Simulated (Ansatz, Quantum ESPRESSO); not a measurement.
# Complex bands of SrO, rock salt type, lattice constant set to 5.121 Å, part 3 of 4

Aim: how fast states decay in the gap of SrO, rock salt type, lattice constant set to 5.121 Å.

Quantum ESPRESSO 7.5; plane-wave DFT, LDA, PseudoDojo norm-conserving pseudopotentials; cross-check by Ansatz 0.2.0 with PAW datasets.

So far. Step 2 (Self-consistent run): The run needed 13 iterations to bring the estimated error under 1e-09 Ry.

## Step 3: Complex band structure (continued)

Level of this step: complex band structure by pwcond; plane-wave DFT, LDA, PseudoDojo norm-conserving pseudopotentials (Quantum ESPRESSO).

K across = (1/2, 1/2) in the cell's reciprocal vectors; values within 0.0025 1/Å of each other count once, columns are sorted by size at each energy, a dash where no further value was kept. The Im kz of the slowest decaying states by energy, zero at the highest filled level of the SCF mesh:

```
energy (eV)  decay 1 (Å⁻¹)  decay 2 (Å⁻¹)  decay 3 (Å⁻¹)
      -1.92          0.317          0.846           1.93
      -1.44          0.206          0.751           1.89
      -0.96          0.613           1.85           2.17
      -0.48          0.272           1.81           2.14
      -0.24           0.47           1.79           2.13
       0.00          0.088          0.151          0.644
       0.24          0.185           0.28          0.737
       0.72          0.276          0.352          0.848
       1.20          0.328          0.359          0.916
       1.68          0.338          0.362          0.963
       2.16          0.294          0.386          0.997
       2.64          0.221          0.401           1.02
       2.88          0.165          0.406           1.03
       3.36          0.413           1.05           1.46
       3.84          0.415           1.06           1.41
       4.32          0.413           1.07           1.35
       4.80          0.406           1.07           1.29
       5.28          0.394           1.08           1.24
       5.76          0.377           1.08           1.17
       6.00          0.365           1.08           1.14
       6.48          0.336           1.07           1.08
       6.96          0.294           0.99           1.08
       7.44          0.225          0.904           1.08
```

K across = (1/4, 0) in the cell's reciprocal vectors; values within 0.0025 1/Å of each other count once, columns are sorted by size at each energy, a dash where no further value was kept. Im kz of the slowest decaying states against energy, zero at the highest filled level of the SCF mesh:

```
energy (eV)  decay 1 (Å⁻¹)  decay 2 (Å⁻¹)  decay 3 (Å⁻¹)
      -1.92          0.193          0.718           0.82
      -1.44          0.574          0.708           1.38
      -0.96          0.027          0.182           0.25
      -0.48          0.302          0.326          0.455
      -0.24          0.176          0.469           0.51
       0.00          0.131          0.248           0.54
       0.24          0.196          0.294          0.567
       0.72          0.263          0.356          0.591
       1.20            0.3          0.396          0.598
       1.68          0.321          0.425          0.594
       2.16          0.332          0.446          0.582
       2.64          0.335          0.461          0.562
       2.88          0.333          0.467          0.549
       3.36          0.324          0.474          0.518
       3.84          0.305          0.475           0.48
       4.32          0.273           0.38          0.432
       4.80          0.221           0.37          0.483
       5.28          0.112          0.277          0.431
       5.76          0.362          0.468          0.743
       6.00          0.072          0.319          0.462
       6.48          0.189          0.198          0.449
       6.96          0.174          0.434          0.565
       7.44          0.422          0.467          0.642
```

The program's own clock; routines nest. Time by routine:

```
     routine  wall time (s)  calls
      PWCOND          127.7      1
scatter_forw          88.97    160
      compbs           35.9    160
    compbs_2          33.66    160
       local           2.17      4
        init           0.59      1
       poten           0.14      1
```

## Step 4: Complex bands with pwcond.x, with epsproj = 0.001

A sensitivity test on the input.

The input, cbs.w.in:

```
&inputcond
  outdir = './out'
  prefixl = 'scf'
  band_file = 'cbs.w'
  ikind = 0
  ewind = 4.0
  epsproj = 0.001
  nz1 = 7
  energy0 = 7.44
  denergy = -0.24
/
4
  0.00000000 0.00000000 1.00000000
  0.50000000 0.00000000 1.00000000
  0.50000000 0.50000000 1.00000000
  0.25000000 0.00000000 1.00000000
40
```

Run with:

```bash
> OMP_NUM_THREADS=1 mpirun -n 2 pwcond.x -in cbs.w.in > cbs.w.out
```

The program printed:

```text
[banner, memory and clock lines left out]
Program PWCOND v.7.5 starts
[citation notice left out]

[...]
./out/scf.save/

     IMPORTANT: XC functional enforced from input :
     Exchange-correlation= PW
                           (   1   4   0   0   0   0   0)
     Any further DFT definition will be discarded
     Please, verify this is what you really want

     Check: negative core charge=   -0.000003
     Reading collected, re-writing distributed wavefunctions

===== INPUT FILE containing the left lead =====

     GEOMETRY:

     lattice parameter (alat)  =       6.8429  a.u.
     the volume                =     453.1385 (a.u.)^3
     the cross section         =      46.8249 (a.u.)^2
     l of the unit cell        =       1.4142 (alat)
     number of atoms/cell      =            4
     number of atomic types    =            2

     crystal axes: (cart. coord. in units of alat)
               a(1) = (  1.0000  0.0000  0.0000 )
               a(2) = (  0.0000  1.0000  0.0000 )
               a(3) = (  0.0000  0.0000  1.4142 )

   Cartesian axes

     site n.     atom                  positions (alat units)
          1        Sr     tau(  1)=(  0.0000  0.0000  1.4142  )
          2        O      tau(  2)=(  0.5000  0.5000  1.4142  )
          3        Sr     tau(  3)=(  0.5000  0.5000  0.7071  )
          4        O      tau(  4)=(  0.0000  0.0000  0.7071  )

     nr1s                      =           40
     nr2s                      =           40
     nr3s                      =           54
     nr1sx                     =           40
     nr2sx                     =           40
     nr3sx                     =           54
     nr1                       =           40
     nr2                       =           40
     nr3                       =           54
     nr1x                      =           40
     nr2x                      =           40
     nr3x                      =           54

 _______________________________
  Radii of nonlocal spheres:

     type       ibeta     ang. mom.          radius (alat units)
       Sr         1         0                    0.2382
       Sr         2         0                    0.2426
       Sr         3         1                    0.1929
       Sr         4         1                    0.1929
       Sr         5         2                    0.2251
       Sr         6         2                    0.2251
       O          1         0                    0.1958
       O          2         0                    0.1973
       O          3         1                    0.2104
       O          4         1                    0.2119
       O          5         2                    0.1987
----- General information -----

----- Complex band structure calculation -----

     nrx                       =           40
     nry                       =           40
     nz1                       =            7

     energy0               =         7.4E+00
     denergy               =        -2.4E-01
     nenergy               =         40
     ecut2d                =         7.2E+01
     ewind                 =         4.0E+00
     epsproj               =         1.0E-03

     number of k_|| points=    4
                       cryst. coord.
        k(    1) = (   0.0000000   0.0000000), wk =   0.2500000
        k(    2) = (   0.5000000   0.0000000), wk =   0.2500000
        k(    3) = (   0.5000000   0.5000000), wk =   0.2500000
        k(    4) = (   0.2500000   0.0000000), wk =   0.2500000
----- Information about left lead -----

     nocros                   =           31
     noins                    =           31
     norb                     =           93
     norbf                    =           93
     nrz                      =           54

      iorb      type   ibeta   ang. mom.   m       position (alat)
        1        1       1        0        1   taunew(   1)=(  0.0000  0.0000  0.0000)
        2        1       2        0        1   taunew(   2)=(  0.0000  0.0000  0.0000)
[...]
93        2       5        2        5   taunew(  93)=(  0.5000  0.5000  1.4142)
 ngper, shell number =          277          39
 ngper, n2d =          277          63
---  E-Ef =    7.4400000  k =    0.0000000   0.0000000
---  ie =          1  ik =          1
 Nchannels of the left tip =            3
 Right moving states:
   k1(2pi/a)   k2(2pi/a)   E-Ef (eV)
  -0.2062645  -0.0000000   7.4400000
   0.3460331   0.0000000   7.4400000
   0.3460331   0.0000000   7.4400000
 Left moving states:
   k1(2pi/a)   k2(2pi/a)   E-Ef (eV)
   0.2062645  -0.0000000   7.4400000
  -0.3460331   0.0000000   7.4400000
  -0.3460331   0.0000000   7.4400000

---  E-Ef =    7.2000000  k =    0.0000000   0.0000000
---  ie =          2  ik =          1
 Nchannels of the left tip =            3
 Right moving states:
   k1(2pi/a)   k2(2pi/a)   E-Ef (eV)
  -0.2588393  -0.0000000   7.2000000
   0.3076736   0.0000000   7.2000000
   0.3076736   0.0000000   7.2000000
 Left moving states:
   k1(2pi/a)   k2(2pi/a)   E-Ef (eV)
   0.2588393  -0.0000000   7.2000000
  -0.3076736   0.0000000   7.2000000
  -0.3076736   0.0000000   7.2000000
[... further energies and points left out ...]
---  E-Ef =   -1.6800000  k =    0.2500000   0.0000000
---  ie =         39  ik =          4
 Nchannels of the left tip =            0
 Right moving states:
   k1(2pi/a)   k2(2pi/a)   E-Ef (eV)
 Left moving states:
   k1(2pi/a)   k2(2pi/a)   E-Ef (eV)

---  E-Ef =   -1.9200000  k =    0.2500000   0.0000000
---  ie =         40  ik =          4
 Nchannels of the left tip =            0
 Right moving states:
   k1(2pi/a)   k2(2pi/a)   E-Ef (eV)
 Left moving states:
   k1(2pi/a)   k2(2pi/a)   E-Ef (eV)

[...]
```

Run time: 69 s. Hardware: 2 MPI ranks of Intel Xeon Platinum 8488C (Sapphire Rapids), shared host; peak memory 0.13 GiB.

The changed values were drawn from a wide range, not chosen for quality; the comparison shows what they did here together.

Beside the run it was changed from:

```
                                       quantity  this run  unchanged run  difference
peak of the smallest κ at the zone centre (Å⁻¹)     0.265          0.265           0
       peak of the smallest κ at (1/2, 0) (Å⁻¹)     0.424          0.425     -0.0010
     peak of the smallest κ at (1/2, 1/2) (Å⁻¹)     0.345          0.347     -0.0020
                                  wall time (s)        69            128
```

The physical values in this table move by up to 0.58 %.

(Continued in part 4 of 4.)

[Logs are printed without paths, hosts, clocks, repeated set-up lines and the standing remarks that a program may print on its own settings, such as how far it seeks lower states.]

[Hosts, paths, dates, database ids (printed as entryN), source tags and the programs' standing remarks are cut or masked in the printed files.]

[Maps of the electrostatic potential energy from Ansatz leave out the sawtooth potential of an applied field or a dipole correction, so their vacuum need not be flat; planar profiles and work functions include it.]
